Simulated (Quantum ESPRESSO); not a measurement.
# Magnetic state of LaCrAsO from several starts, part 2 of 2

Aim: find out which collinear order of LaCrAsO costs least.

Quantum ESPRESSO 7.5; LDA; plane waves with GBRV 1.5 LDA potentials, no spin-orbit coupling.

So far, absolute magnetization (μB): step 2 (run 1, typed as ferro ++) 4.49.

## 3. Run 2 (antiferro +−)

Input file pw.in:

```
&CONTROL
  calculation = 'scf'
  prefix = 'pwscf'
  outdir = './tmp'
  pseudo_dir = './pseudo'
  disk_io = 'nowf'
/
&SYSTEM
  ibrav = 0
  celldm(1) = 8
  nat = 8
  ntyp = 5
  ecutwfc = 40
  ecutrho = 280
  nbnd = 48
  occupations = 'smearing'
  smearing = 'fd'
  degauss = 0.00734986
  nspin = 2
  starting_magnetization(1) = 0
  starting_magnetization(2) = 0.1786
  starting_magnetization(3) = -0.1786
  starting_magnetization(4) = 0
  starting_magnetization(5) = 0
/
&ELECTRONS
  conv_thr = 1.6d-08
  electron_maxstep = 150
  mixing_beta = 0.3
/
ATOMIC_SPECIES
La    138.9055 la_lda_v1.uspp.F.UPF
Cr1    51.9961 cr_lda_v1.5.uspp.F.UPF
Cr2    51.9961 cr_lda_v1.5.uspp.F.UPF
As     74.9216 as_lda_v1.uspp.F.UPF
O      15.9990 o_lda_v1.2.uspp.F.UPF
CELL_PARAMETERS alat
   0.9545951518547    0.0000000000000    0.0000000000000
   0.0000000000000    0.9545951518547    0.0000000000000
   0.0000000000000    0.0000000000000    2.1227057342156
ATOMIC_POSITIONS crystal
La      0.5000000000    0.0000000000    0.1365000000
La      0.0000000000    0.5000000000    0.8635000000
Cr1     0.0000000000    0.0000000000    0.5000000000
Cr2     0.5000000000    0.5000000000    0.5000000000
As      0.5000000000    0.0000000000    0.6625000000
As      0.0000000000    0.5000000000    0.3375000000
O       0.0000000000    0.0000000000    0.0000000000
O       0.5000000000    0.5000000000    0.0000000000
K_POINTS automatic
6 6 6 0 0 0
```

On the command line:

```console
$ OMP_NUM_THREADS=1 mpirun -n 4 pw.x -nk 4 -in pw.in > pw.out
```

The log of the run:

```text
[banner, memory and clock lines left out]
Program PWSCF v.7.5 starts

     Message from routine setup:
     using ibrav=0 with symmetry is DISCOURAGED, use correct ibrav instead

     bravais-lattice index     =            0
     lattice parameter (alat)  =       8.0000  a.u.
     unit-cell volume          =     990.3717 (a.u.)^3
     number of atoms/cell      =            8
     number of atomic types    =            5
     number of electrons       =        72.00
     number of Kohn-Sham states=           48
     kinetic-energy cutoff     =      40.0000  Ry
     charge density cutoff     =     280.0000  Ry
     scf convergence threshold =      1.6E-08
     mixing beta               =       0.3000
     number of iterations used =            8  plain     mixing
     Exchange-correlation= SLA  PZ   NOGX NOGC
                           (   1   1   0   0   0   0   0)

     celldm(1)=   8.000000  celldm(2)=   0.000000  celldm(3)=   0.000000
     celldm(4)=   0.000000  celldm(5)=   0.000000  celldm(6)=   0.000000

     crystal axes: (cart. coord. in units of alat)
               a(1) = (   0.954595   0.000000   0.000000 )
               a(2) = (   0.000000   0.954595   0.000000 )
               a(3) = (   0.000000   0.000000   2.122706 )

     reciprocal axes: (cart. coord. in units 2 pi/alat)
               b(1) = (  1.047565  0.000000  0.000000 )
               b(2) = (  0.000000  1.047565  0.000000 )
               b(3) = (  0.000000  0.000000  0.471097 )

     PseudoPot. # 1 for La read from file:
     la_lda_v1.uspp.F.UPF
     Pseudo is Ultrasoft + core correction, Zval = 11.0

     PseudoPot. # 2 for Cr read from file:
     cr_lda_v1.5.uspp.F.UPF
     Pseudo is Ultrasoft + core correction, Zval = 14.0

     PseudoPot. # 3 for Cr read from file:
     cr_lda_v1.5.uspp.F.UPF
     Pseudo is Ultrasoft + core correction, Zval = 14.0

     PseudoPot. # 4 for As read from file:
     as_lda_v1.uspp.F.UPF
     Pseudo is Ultrasoft + core correction, Zval =  5.0

     PseudoPot. # 5 for O  read from file:
     o_lda_v1.2.uspp.F.UPF
     Pseudo is Ultrasoft + core correction, Zval =  6.0

     atomic species   valence    mass     pseudopotential
     La               11.00   138.90550     La( 1.00)
     Cr1              14.00    51.99610     Cr( 1.00)
     Cr2              14.00    51.99610     Cr( 1.00)
     As                5.00    74.92160     As( 1.00)
     O                 6.00    15.99900     O ( 1.00)

     Starting magnetic structure
     atomic species   magnetization
     La              0.000
     Cr1             0.179
     Cr2            -0.179
     As              0.000
     O               0.000

      8 Sym. Ops. (no inversion) found

   Cartesian axes

     site n.     atom                  positions (alat units)
         1        La     tau(   1) = (   0.4772976   0.0000000   0.2897493  )
         2        La     tau(   2) = (   0.0000000   0.4772976   1.8329564  )
         3        Cr1    tau(   3) = (   0.0000000   0.0000000   1.0613529  )
         4        Cr2    tau(   4) = (   0.4772976   0.4772976   1.0613529  )
         5        As     tau(   5) = (   0.4772976   0.0000000   1.4062925  )
         6        As     tau(   6) = (   0.0000000   0.4772976   0.7164132  )
         7        O      tau(   7) = (   0.0000000   0.0000000   0.0000000  )
         8        O      tau(   8) = (   0.4772976   0.4772976   0.0000000  )

     number of k points=    40  Fermi-Dirac smearing, width (Ry)=  0.0073
                       cart. coord. in units 2pi/alat
        k(    1) = (   0.0000000   0.0000000   0.0000000), wk =   0.0046296
        k(    2) = (   0.0000000   0.0000000   0.0785161), wk =   0.0092593
        k(    3) = (   0.0000000   0.0000000   0.1570323), wk =   0.0092593
        k(    4) = (   0.0000000   0.0000000  -0.2355484), wk =   0.0046296
        k(    5) = (   0.0000000   0.1745941   0.0000000), wk =   0.0185185
        [... 35 further k-points ...]

     Dense  grid:    78387 G-vectors     FFT dimensions: (  45,  45,  96)

     Smooth grid:    33913 G-vectors     FFT dimensions: (  32,  32,  72)

     Check: negative core charge=   -0.000002
     Generating pointlists ...
     new r_m :   0.2303 (alat units)  1.8426 (a.u.) for type    1
     new r_m :   0.2429 (alat units)  1.9434 (a.u.) for type    2
     new r_m :   0.2429 (alat units)  1.9434 (a.u.) for type    3
     new r_m :   0.2429 (alat units)  1.9434 (a.u.) for type    4
     new r_m :   0.2303 (alat units)  1.8426 (a.u.) for type    5

     Initial potential from superposition of free atoms

     starting charge      69.9423, renormalised to      72.0000

     negative rho (up, down):  8.630E-02 8.608E-02
     Starting wfcs are   76 randomized atomic wfcs

     Self-consistent Calculation

     iteration #  1     ecut=    40.00 Ry     beta= 0.30
     Davidson diagonalization with overlap
     ethr =  1.00E-02,  avg # of iterations =  5.4

     negative rho (up, down):  8.344E-02 8.349E-02

     total energy              =    -661.89935078 Ry
     estimated scf accuracy    <      82.35377792 Ry

     total magnetization       =     0.00 Bohr mag/cell
     absolute magnetization    =     1.36 Bohr mag/cell

     iteration #  2     ecut=    40.00 Ry     beta= 0.30
     Davidson diagonalization with overlap
     ethr =  1.00E-02,  avg # of iterations =  9.6

     negative rho (up, down):  1.730E-04 1.731E-04

     total energy              =    -662.23003107 Ry
     estimated scf accuracy    <     668.59678984 Ry

     total magnetization       =    -0.06 Bohr mag/cell
     absolute magnetization    =     3.79 Bohr mag/cell

     [... further iterations left out ...]

     iteration # 24     ecut=    40.00 Ry     beta= 0.30
     Davidson diagonalization with overlap
     ethr =  6.59E-11,  avg # of iterations =  4.1

     negative rho (up, down):  6.269E-02 6.155E-02

     total energy              =    -700.32832475 Ry
     estimated scf accuracy    <       0.00000003 Ry

     total magnetization       =     0.00 Bohr mag/cell
     absolute magnetization    =     5.22 Bohr mag/cell

     iteration # 25     ecut=    40.00 Ry     beta= 0.30
     Davidson diagonalization with overlap
     ethr =  4.14E-11,  avg # of iterations =  4.0

     negative rho (up, down):  6.269E-02 6.154E-02

     Magnetic moment per site  (integrated on atomic sphere of radius R)
     atom   1 (R=0.230)  charge=  6.1653  magn= -0.0000
     atom   2 (R=0.230)  charge=  6.1653  magn= -0.0000
     atom   3 (R=0.243)  charge= 12.1244  magn=  2.1993
     atom   4 (R=0.243)  charge= 12.1246  magn= -2.1991
     atom   5 (R=0.243)  charge=  2.8834  magn= -0.0000
     atom   6 (R=0.243)  charge=  2.8834  magn= -0.0000
     atom   7 (R=0.230)  charge=  6.2518  magn= -0.0083
     atom   8 (R=0.230)  charge=  6.2522  magn=  0.0083

     End of self-consistent calculation

     [... lines left out ...]
     the Fermi energy is    11.1405 ev

!    total energy              =    -700.32832475 Ry
     estimated scf accuracy    <          5.2E-09 Ry
     smearing contrib. (-TS)   =      -0.00944370 Ry
     internal energy E=F+TS    =    -700.31888105 Ry

     The total energy is F=E-TS. E is the sum of the following terms:
     one-electron contribution =    -268.59916885 Ry
     hartree contribution      =     169.31468464 Ry
     xc contribution           =    -219.18343859 Ry
     ewald contribution        =    -381.85095826 Ry

     total magnetization       =     0.00 Bohr mag/cell
     absolute magnetization    =     5.22 Bohr mag/cell

     convergence has been achieved in  25 iterations
```

Wall time 4.3 min (4 MPI ranks of Arm Neoverse V1, shared host); peak memory 1.5 GiB; 17 min of CPU time.

Spin moment in the atom's sphere by atom:

| atom | spin moment in the atom's sphere (μB) |
| --- | --- |
| La1 | 0.00 |
| La2 | 0.00 |
| Cr3 | 2.20 |
| Cr4 | -2.20 |
| As5 | 0.00 |
| As6 | 0.00 |
| O7 | -0.01 |
| O8 | 0.01 |

Numbers from this step:

- smearing term TS: 0.1285 eV
- magnetization: 0 μB
- absolute magnetization: 5.215 μB
- final state: antiferromagnetic

Spin density in the ac plane at fractional y = 0.000, with atoms of La and Cr and As and O within 0.2 Å of it.

Ten even steps from '0' (0.0 e/Å³) to '9' (2.7 e/Å³), each cell a mean:
```
00000000000000
00000000000000
00000000000000
00000000000000
00000000000000
00000000000000
00000000000000
00000000000000
00000000000000
10000000000000
52000000000014
96100000000149
84100000000027
21000000000012
00000000000000
00000000000000
00000000000000
00000000000000
00000000000000
00000000000000
00000000000000
00000000000000
00000000000000
00000000000000
```
Columns run along a (4.0 Å), rows up along c (9.0 Å). Atoms in or near the plane, at fractional coordinates: La at (0.50, 0.14), Cr at (0.00, 0.50), As at (0.50, 0.66), O at (0.00, 0.00).

Valence density in the ac plane at fractional y = 0.000, with atoms of La and Cr and As and O within 0.2 Å of it. It is the smooth field of the valence electrons, not physical close to the nuclei.

Values in e/Å³, 24 rows by 14 columns, each cell a mean:
```
 6  3  1  0  0  0  0  0  0  0  0  1  2  5
 1  1  0  0  0  0  0  0  0  0  0  0  1  1
 0  0  0  0  0  0  0  0  0  0  0  0  0  0
 0  0  0  0  0  0  0  0  0  0  0  0  0  0
 0  0  0  0  0  0  0  0  0  0  0  0  0  0
 0  0  0  0  0  0  1  1  0  0  0  0  0  0
 0  0  0  0  0  1  0  0  0  1  0  0  0  0
 0  0  0  0  1  0  1  2  0  1  0  0  0  0
 0  0  0  0  1  0  1  1  0  1  0  0  0  0
 1  1  0  0  1  1  0  0  1  1  0  0  1  1
 8  4  1  0  0  0  0  0  0  0  0  1  3  7
 9 11  2  0  0  0  0  0  0  0  0  1  8 12
13  8  2  0  0  0  0  0  0  0  0  1  5 13
 3  1  0  0  0  0  0  0  0  0  0  0  1  2
 0  0  0  0  0  0  0  0  0  0  0  0  0  0
 0  0  0  0  0  0  0  0  0  0  0  0  0  0
 0  0  0  0  0  0  0  0  0  0  0  0  0  0
 0  0  0  0  0  0  0  1  0  0  0  0  0  0
 0  0  0  0  1  1  2  2  1  1  0  0  0  0
 0  0  0  1  1  2  1  1  2  2  1  0  0  0
 0  0  0  1  2  1 -1 -1  1  2  1  0  0  0
 1  1  0  1  1  2  1  1  2  2  1  0  0  1
 3  2  1  0  1  1  2  2  1  1  0  1  2  3
 7  4  1  0  0  0  0  0  0  0  0  1  3  6
```
Columns run along a (4.0 Å), rows up along c (9.0 Å). Atoms in or near the plane, at fractional coordinates: La at (0.50, 0.14), Cr at (0.00, 0.50), As at (0.50, 0.66), O at (0.00, 0.00).

## 4. Ranking

An order is kept where moments of 0.15 μB or more survive with the typed signs; meshes match where a doubled cell samples the same k points as the first cell.

Orders:

| start | final state | typed order kept | energy over the lowest (meV a seeded atom) | largest site moment (μB) | net moment (μB a cell of the first run) | mesh matched | CPU time (s) |
| --- | --- | --- | --- | --- | --- | --- | --- |
| ferro ++ | ferromagnetic | yes | 103.2 | 1.885 | 4.032 | yes | 1097 |
| antiferro +- | antiferromagnetic | yes | 0 | 2.199 | 0 | yes | 1027 |

## 5. Outcome

| Item | Value |
| --- | --- |
| lowest state found | antiferromagnetic (from antiferro +-) |
| largest site moment | 2.20 μB |
| next state with moments | ferromagnetic, 103 meV a seeded atom higher |

What this shows: Only these 2 starts were compared; other wavevectors, canted and longer-period orders were not. Energies are free energies at an electronic temperature of 1160 K, which lowers moments and differences where the moments are itinerant. No Hubbard term acts here. In such compounds local and semilocal functionals without one often delocalise the d electrons, and can shrink or lose moments and miss the size, sign and order of the couplings. The smearing term is large for its width, so states at the Fermi level are partly filled: at this level the cell is a metal or has a gap of a few widths at most.

[Logs and program files are shortened in this print: banners, set-up blocks, solver, clock and traceback lines can be left out without a mark of their own.]

[Logs are printed without paths, hosts, clocks, repeated set-up lines and the standing remarks that a program may print on its own settings, such as how far it seeks lower states.]

[Hosts, paths, dates, database ids (printed as entryN), source tags and the programs' standing remarks are cut or masked in the printed files.]

[Where a cell is said to come from a database of computed structures, the database is the Materials Project.]
